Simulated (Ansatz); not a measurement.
# Changed inputs in constrained RPA: TmI2 (P-3m1)

Aim: hold the target of a cRPA run on TmI2 (P-3m1) and move one thing at a time.

Calculated with Ansatz 0.2.0; constrained RPA on LDA, plane waves, PAW.

## Step 1: The starting structure

The structure is trigonal, space group P-3m1 (No. 164). The conventional cell has a = 4.090 Å, b = 4.090 Å, c = 7.609 Å, α = 90.00°, β = 90.00°, γ = 120.00°. Nearest to Tm lie 6 I at 3.03 Å. Nearest to I lie 3 Tm at 3.03 Å. Farther neighbours and most contacts between anions are not listed.

The cell and positions are those that the Materials Project relaxed with its own functionals (PBE, PBE+U or r2SCAN), kept fixed. Spin-orbit coupling is left out unless a step names it. The default PAW set here is soft_2. Its files were made with PBE.

## Step 2: Base: Tm f, bands v7 to v1, 6×6×2 mesh, medium accuracy

Constrained RPA screens the interaction with every transition except those inside the target bands, which a later many-body model would treat itself.

Contents of input.yaml:

```yaml
crystal:
  lattice:
    - [-2.89217283, 1.0e-08, -2.89217285]
    - [2.89217283, -2.89217285, 1.0e-08]
    - [-4.39321201, -4.39321194, 4.39321194]
  atoms:
    - { symbol: Tm, position: [0.0, 0.0, 0.0] }
    - { symbol: I, position: [0.66666667, 0.33333333, 0.75075616] }
    - { symbol: I, position: [0.33333333, 0.66666667, 0.24924384] }
kpoints:
  mp_grid: { grid: [6, 6, 4] }
hamiltonian:
  xc: lda
scf:
  occupations: { method: gaussian, width: 0.08 }
  n_extra_bands: 21
  max_iter: 150
output:
  crpa:
    kmesh: [6, 6, 2]
    target_bands: [v7, v1]
    projections: [{ species: Tm, l: f, shell: 4 }]
  local_orbitals:
    kmesh: [12, 12, 4]
    orbitals: [{ species: Tm, l: f, shell: 4 }]
    window: { bands: [v7, v1] }
    seedname: lo
```

Run with:

```sh
$ ansatz run input.yaml --threads 4 --pin off --max-ram 9216MiB --backend cpu --events-out ev --progress --plain --runs-dir out
```

Numbers of over 12 decimals in the logs are rounded to 6 here.

Output:

```text
Tm: projections on atomic orbitals take those of the free atom [Kr 4d10] 4f13 5s2 5p6 5d0 6s2, of charge +0.00 (hamiltonian.pseudopotentials.projection_atoms); the dataset's partial waves leave at most 2.0e-4 of an orbital's norm unspanned inside its sphere
scf.n_extra_bands = 21 over 29 filled bands (N_el = 57.0): the run solves 50 bands
Engine: ansatz 0.2.0, aarch64-unknown-linux-gnu
Pseudopotentials: kind: paw
Pseudopotential: Tm, paw, valence charge 23, recommended cutoff 420 eV (normal), Tm.paw.azcp
Pseudopotential: I, paw, valence charge 17, recommended cutoff 420 eV (normal), I.paw.azcp
Functional definition: SPW92
  exchange = slater_x
  correlation = pw_c
Crystal: 3 atoms, lattice volume = 110.243 Å³
Basis set: ecut = 420 eV, 2161 PW (Γ)
Bands: 50, of which v1, the nominal top of the filled ones, is band 29 counted from 1 (28 counted from 0)
Symmetry: 12 space group operations
Space group: P-3m1 (ITA 164), of the structure as read, at distance tolerance 4.8e-5 Å
k-points: 24 of 144
Non-local potential: Tm, projectors of the file, l = 0: 3, l = 1: 2, l = 2: 2, l = 3: 3
Non-local potential: I, projectors of the file, l = 0: 2, l = 1: 2, l = 2: 2, l = 3: 2
PAW form: soft (Blöchl's): semilocal exchange-correlation on the pseudo side does not see the compensation charge
PAW frozen core: Tm, regenerated for the run's functional, and the local potential with it (the file was generated under x = pbe(κ = 0.804, μ = 0.219515), c = pbe(β = 0.066725))
PAW frozen core: I, regenerated for the run's functional, and the local potential with it (the file was generated under x = pbe(κ = 0.804, μ = 0.219515), c = pbe(β = 0.066725))
PAW one-centre angular grid: Tm, 590 points (default); XC on 64 Gauss nodes
PAW one-centre angular grid: I, 590 points (default); XC on 64 Gauss nodes
Initial density: superposition of atomic densities (neutral atoms: chi_scale 0, normalization atom), corrected by the library's trained network
Initial wavefunctions: pseudopotential atomic-orbital guess
Functional: x = slater, c = lda
SCF iter   1: F=—  HF=-27398.165927 eV  |F-HF|=—  |Δ(HF+E_count)|=         —  Δρ=7.19e-3  dr2=7.10e-2  ethr=1.77e-3  ⟨swp⟩=6.9  Hψ=6014  notcnv=0  defer=221
preconditioner: auto → LDOS  [metal: Δε(μ)=0.003 eV  Ē_g=11.390 eV  σ=0.080 eV  W_gap=0.02  n_scr=34 (ndim 8)  ℏωp=19.0 eV  f_vac=0.159  D(μ)=24.53/eV (n_scr^D=464)  β→1.0]
SCF iter   2: F=—  HF=-27398.175986 eV  |F-HF|=—  |Δ(HF+E_count)|=   1.01e-2  Δρ=1.30e-2  dr2=5.78e-2  ethr=1.24e-4  ⟨swp⟩=2.2  Hψ=2247  notcnv=0  defer=325
SCF iter   3: F=—  HF=-27398.323432 eV  |F-HF|=—  |Δ(HF+E_count)|=   1.47e-1  Δρ=3.28e-2  dr2=2.92e-1  ethr=1.01e-4  ⟨swp⟩=2.0  Hψ=1732  notcnv=0  defer=325  recentre
[...]
cRPA screening: q 1/72
cRPA screening: q 2/72
cRPA screening: q 3/72
cRPA screening: q 9/72 (q-point 4)
cRPA screening: q 15/72 (q-point 5)
cRPA screening: q 21/72 (q-point 6)
cRPA screening: q 27/72 (q-point 7)
cRPA screening: q 30/72 (q-point 8)
cRPA screening: q 33/72 (q-point 15)
cRPA screening: q 39/72 (q-point 16)
cRPA screening: q 45/72 (q-point 17)
cRPA screening: q 57/72 (q-point 18)
cRPA screening: q 69/72 (q-point 29)
cRPA screening: q 71/72 (q-point 30)
SCF converged after 17 iterations
Free energy (F): -27398.149459 eV
Harris-Foulkes:  -27398.149459 eV  (|F-HF|=4.68e-8)
Internal energy: -27398.064262 eV  (E = F + TS)
E sigma→0 (E₀):  -27398.106861 eV
Entropy (-TS):   -0.085198 eV (-28.399 meV/atom)
Fermi energy:    8.704399 eV
--- Per-component energies (eV) ---
  E_band       = -770.812257
  E_kinetic    = 732.754235
  E_local      = -11909.483965  (includes V_loc(G=0)·N_el)
  E_nonlocal   = 1353.502754
  E_hartree    = 5514.534379
  E_xc         = -419.078500
  E_vxc        = -452.204160  (∫ρ·V_xc dr)
  E_paw        = -16672.067535  (= ΣΔE_a)
  E_vpaw       = -1524.442110  (= ΣTr[D̂ρ^β])
  E_aug_tail   = 0.000109  (compensation charges beyond the density's cutoff)
  E_ewald      = -6001.815942
  E_core_change = 3.590204  (= ΣΔE_core)
  E_smearing   = -0.085198  (= −TS)
  E_closure    = 0.000000  (closes the sum)
  Σ components = -27398.149459   (vs F -27398.149459, Δ=0.00e0)
--- Band table (eV; the first three rows and the last of 24) ---
  k-point 0: bands = [... 25 lower, 8.6469, 8.6912, 8.7309, 8.7309, 9.8223, 10.7529, 10.9486, 10.9486, ... 17 higher]
  k-point 1: bands = [... 25 lower, 8.6469, 8.6587, 8.7264, 8.7264, 10.3114, 10.9348, 10.9348, 10.9669, ... 17 higher]
  k-point 2: bands = [... 25 lower, 8.6450, 8.6469, 8.7221, 8.7221, 10.4719, 10.9212, 10.9212, 11.7578, ... 17 higher]
  k-point 23: bands = [... 25 lower, 8.5903, 8.6193, 8.6193, 8.6363, 10.8556, 10.8556, 11.7205, 13.4458, ... 17 higher]
--- cRPA (band scheme, projected local orbitals): target bands 23..29 (1-based), 7 Wannier function(s), 6×6×2 mesh, 58 bands' worth read of 63 solved, ecut_chi 136.0 eV, v(q+G=0) probe_charge, pair densities all_electron ---
  bands read: the sum over 58 bands ends inside a degenerate multiplet in 5 slots, whose members it reads at an even weight; the widest, k=0: bands 58 to 59 (counted from 1) at 1/2 each
  χ-basis size per q: N_G = 374..408
  window electrons = 13.0000, filled by tetrahedron_uncorrected; constrained ε̄⁻¹(q = 0, 0) head = 0.149308; min gauge Gram eig = 0.9217
  Kanamori averages over each shell's own Wannier functions (sites counted from 0, functions from 1):
    Site 0, 4F, 7 of 7 f orbitals (Wannier functions 1, 2, 3, 4, 5, 6, 7; wannier90's mr 1, 2, 3, 4, 5, 6, 7):
      screened: U = 5.3165 eV, U' = 3.8396 eV, J = 0.6928 eV
      screened f-shell averages: U_bar = F0 = 4.0506 eV, J_bar = 0.9037 eV
      screened, to within: U = 1.1e-2 eV, U' = 1.1e-2 eV, J = 1.4e-3 eV
      screened f-shell averages, to within: U_bar = 8.0e-3 eV, J_bar = 1.8e-3 eV
      bare: V = 33.0231 eV, V' = 31.1078 eV, J = 0.8875 eV
      bare f-shell averages: V_bar = F0 = 31.3814 eV, J_bar = 1.1611 eV
  Hermiticity witness max|P − P†| over intra, direct and exchange elements: 3.20e-14 eV (screened), 1.42e-14 eV (bare)
  Reality witness max|Im| over intra, direct and exchange elements: 4.60e-14 eV (screened), 3.68e-19 eV (bare)
```

It took 14 min on 4 threads of Arm Neoverse V1, shared host; peak memory 1 GiB.

Numbers from this step:

* U: 5.316 eV
* U prime (inter-orbital): 3.840 eV
* J: 0.6928 eV
* bare V: 33.02 eV
* bare J: 0.8875 eV
* stated bound on U: 0.01051 eV
* U over bare V: 0.1610
* electrons in the window: 13.00
* head of the constrained inverse dielectric matrix: 0.1493
* least eigenvalue of the projection's overlap: 0.9217
* target functions: 7
* bands in the sums: 58
* r.m.s. miss of the model bands: 2.92e-4 eV
* width of the target bands: 0.2064 eV
* weight of the projected orbitals in the window: 0.9828

On the Tm f shell, screening brings the on-site interaction from 33.0 eV down to U = 5.32 eV.

## Step 3: Changed: 3×3×2 mesh

Edit input.yaml of step 2 so:

```diff
@@ -19,9 +19,4 @@
   crpa:
-    kmesh: [6, 6, 2]
+    kmesh: [3, 3, 2]
     target_bands: [v7, v1]
     projections: [{ species: Tm, l: f, shell: 4 }]
-  local_orbitals:
-    kmesh: [12, 12, 4]
-    orbitals: [{ species: Tm, l: f, shell: 4 }]
-    window: { bands: [v7, v1] }
-    seedname: lo
```

Output:

```text
[...]
Crystal: 3 atoms, lattice volume = 110.243 Å³
Basis set: ecut = 420 eV, 2161 PW (Γ)
Bands: 50, of which v1, the nominal top of the filled ones, is band 29 counted from 1 (28 counted from 0)
[... 1 set-up line as in the run before ...]
[...]
k-points: 24 of 144
[...]
SCF iter   1: F=—  HF=-27398.165927 eV  |F-HF|=—  |Δ(HF+E_count)|=         —  Δρ=7.19e-3  dr2=7.10e-2  ethr=1.77e-3  ⟨swp⟩=6.9  Hψ=6014  notcnv=0  defer=221
[...]
SCF iter  17: F=-27398.149459 eV  HF=-27398.149459 eV  |F-HF|=4.68e-8  |Δ(HF+E_count)|=   2.27e-8  Δρ=6.95e-6  dr2=1.59e-8  ethr=4.56e-11  ⟨swp⟩=3.0  Hψ=2464  notcnv=0
SCF 1 converged in 17 iterations: F = -27398.149459 eV  dr2 = 1.59e-8
[...]
NSCF: frozen V_eff on 6 k-points
[...]
cRPA screening: q 1/18
cRPA screening: q 2/18
cRPA screening: q 3/18
cRPA screening: q 9/18 (q-point 4)
cRPA screening: q 15/18 (q-point 9)
cRPA screening: q 17/18 (q-point 10)
SCF converged after 17 iterations
Free energy (F): -27398.149459 eV
[...]
Internal energy: -27398.064262 eV  (E = F + TS)
E sigma→0 (E₀):  -27398.106861 eV
Entropy (-TS):   -0.085198 eV (-28.399 meV/atom)
Fermi energy:    8.704399 eV
[...]
--- Band table (eV; the first three rows and the last of 24) ---
  k-point 0: bands = [... 25 lower, 8.6469, 8.6912, 8.7309, 8.7309, 9.8223, 10.7529, 10.9486, 10.9486, ... 17 higher]
  k-point 1: bands = [... 25 lower, 8.6469, 8.6587, 8.7264, 8.7264, 10.3114, 10.9348, 10.9348, 10.9669, ... 17 higher]
  k-point 2: bands = [... 25 lower, 8.6450, 8.6469, 8.7221, 8.7221, 10.4719, 10.9212, 10.9212, 11.7578, ... 17 higher]
  k-point 23: bands = [... 25 lower, 8.5903, 8.6193, 8.6193, 8.6363, 10.8556, 10.8556, 11.7205, 13.4458, ... 17 higher]
[...]
χ-basis size per q: N_G = 374..408
[...]
screened: U = 5.0561 eV, U' = 3.5608 eV, J = 0.6880 eV
      screened f-shell averages: U_bar = F0 = 3.7744 eV, J_bar = 0.9017 eV
      screened, to within: U = 7.8e-3 eV, U' = 7.8e-3 eV, J = 1.2e-3 eV
      screened f-shell averages, to within: U_bar = 5.7e-3 eV, J_bar = 1.5e-3 eV
      bare: V = 33.0486 eV, V' = 31.1296 eV, J = 0.8873 eV
      bare f-shell averages: V_bar = F0 = 31.4037 eV, J_bar = 1.1614 eV
[...]
```

Wall time 1.7 min (4 threads); peak memory 0.82 GiB.

Numbers from this step:

```
U                                                 : 5.056 eV
U prime (inter-orbital)                           : 3.561 eV
J                                                 : 0.6880 eV
bare V                                            : 33.05 eV
bare J                                            : 0.8873 eV
stated bound on U                                 : 0.007771 eV
U over bare V                                     : 0.1530
electrons in the window                           : 13.00
head of the constrained inverse dielectric matrix : 0.1213
least eigenvalue of the projection's overlap      : 0.9217
target functions                                  : 7
bands in the sums                                 : 58
width of the target bands                         : 0.2064 eV
weight of the projected orbitals in the window    : 0.9828
```

On the Tm f shell, screening brings the on-site interaction from 33.0 eV down to U = 5.06 eV.

## Step 4: Changed: orbitals of another atom

Edit input.yaml of step 3 so:

```diff
@@ -19,4 +19,4 @@
   crpa:
-    kmesh: [3, 3, 2]
+    kmesh: [6, 6, 2]
     target_bands: [v7, v1]
-    projections: [{ species: Tm, l: f, shell: 4 }]
+    projections: [{ species: I, l: p }]
```

Output:

```text
Error: invalid value for `output.crpa.projections`: 6 orbital(s) selected but the target window spans 7 band(s); name one orbital per band of it
```

Elapsed: 0.23 s, on 4 threads; peak memory 0.099 GiB.

The input was rejected at the start.

The program's message: “Error: invalid value for `output.crpa.projections`: 6 orbital(s) selected but the target window spans 7 band(s); name one orbital per band of it”

The fault put into this input: trial orbitals that do not match the target bands.

## Step 5: Changed: volume +6 %

The cell differs from the one that the last finished run ended in (a 4.090 → 4.170 Å, b 4.090 → 4.170 Å, c 7.609 → 7.759 Å).

Edit input.yaml of step 4 so:

```diff
@@ -2,5 +2,5 @@
   lattice:
-    - [-2.89217283, 1.0e-08, -2.89217285]
-    - [2.89217283, -2.89217285, 1.0e-08]
-    - [-4.39321201, -4.39321194, 4.39321194]
+    - [-2.9488965021, 1.02e-08, -2.9488965225]
+    - [2.9488965021, -2.9488965225, 1.02e-08]
+    - [-4.479375297, -4.4793752256, 4.4793752256]
   atoms:
@@ -21,2 +21,7 @@
     target_bands: [v7, v1]
-    projections: [{ species: I, l: p }]
+    projections: [{ species: Tm, l: f, shell: 4 }]
+  local_orbitals:
+    kmesh: [12, 12, 4]
+    orbitals: [{ species: Tm, l: f, shell: 4 }]
+    window: { bands: [v7, v1] }
+    seedname: lo
```

Output:

```text
Warning: the atoms were moved onto the symmetric positions of the space group found under crystal.symmetry.tolerance 1.0e-5 (fractional; no operation is sought that the atoms, as they stand in a round, miss by more than twice it, and no atom is moved by as much as it), and the run uses the moved positions. Before a round's move an operation carried an atom to 4.17e-8 Å from where it should land, the largest such dist [...]
[...]
χ-basis size per q: N_G = 399..430
[...]
screened: U = 5.8604 eV, U' = 4.3648 eV, J = 0.7025 eV
      screened f-shell averages: U_bar = F0 = 4.5785 eV, J_bar = 0.9161 eV
      screened, to within: U = 1.1e-2 eV, U' = 1.1e-2 eV, J = 1.3e-3 eV
      screened f-shell averages, to within: U_bar = 8.5e-3 eV, J_bar = 1.7e-3 eV
      bare: V = 33.1475 eV, V' = 31.2239 eV, J = 0.8912 eV
      bare f-shell averages: V_bar = F0 = 31.4987 eV, J_bar = 1.1659 eV
[...]
[key lines of the parts left out:]
SCF converged after 15 iterations
Free energy (F): -27398.134235 eV
Fermi energy:    8.018852 eV
```

Run time: 20 min. Hardware: 4 threads; peak memory 1 GiB; 77 min of CPU time.

This step gave:

```yaml
u: 5.860 eV
u_prime_inter_orbital: 4.365 eV
j: 0.7025 eV
bare_v: 33.15 eV
bare_j: 0.8912 eV
stated_bound_on_u: 0.01078 eV
u_over_bare_v: 0.1768
electrons_in_the_window: 13.00
head_of_the_constrained_inverse_dielectric_matrix: 0.1875
least_eigenvalue_of_the_projection_s_overlap: 0.9366
target_functions: 7
bands_in_the_sums: 58
r_m_s_miss_of_the_model_bands: 1.68e-4 eV
width_of_the_target_bands: 0.1721 eV
weight_of_the_projected_orbitals_in_the_window: 0.9856
```

On the Tm f shell, screening brings the on-site interaction from 33.1 eV down to U = 5.86 eV.

## Step 6: Side by side

Times are wall times on 4 threads of Arm Neoverse V1, shared host, good to a factor of about two.

```csv
run,bare V (eV),U (eV),J (eV),bound on U (eV),width (eV),time
target window,33.02,5.316,0.693,0.0105,0.21,14 min
3×3×2 mesh,33.05,5.056,0.688,0.0078,0.21,1.7 min
volume +6 %,33.15,5.860,0.702,0.0108,0.17,20 min
```

## Step 7: What came out

```yaml
target_window: U 5.32 eV, J 0.69 eV
3x3x2_mesh: U 5.06 eV, J 0.69 eV
volume_plus_6: U 5.86 eV, J 0.70 eV
```

**Reading.** 3×3×2 mesh moves U by −0.26 eV at 0.12 times the time. Volume +6 % moves U by +0.54 eV. The printed bound covers the solver alone, not the mesh, and no denser mesh than the base was run. The parent state is non-magnetic and the interaction static (zero frequency); U depends on the window and the orbitals, so it belongs to this model alone.

[Paths, hosts, dates, memory and timing lines, banners, echoed tables and standing remarks are left out of the program output.]

[Logs are printed without paths, hosts, clocks, repeated set-up lines and the standing remarks that a program may print on its own settings, such as how far it seeks lower states.]

[Runs of the session that timed out or met a known fault of the program may be left out.]

[Hosts, paths, dates, database ids (printed as entryN), source tags and the programs' standing remarks are cut or masked in the printed files.]
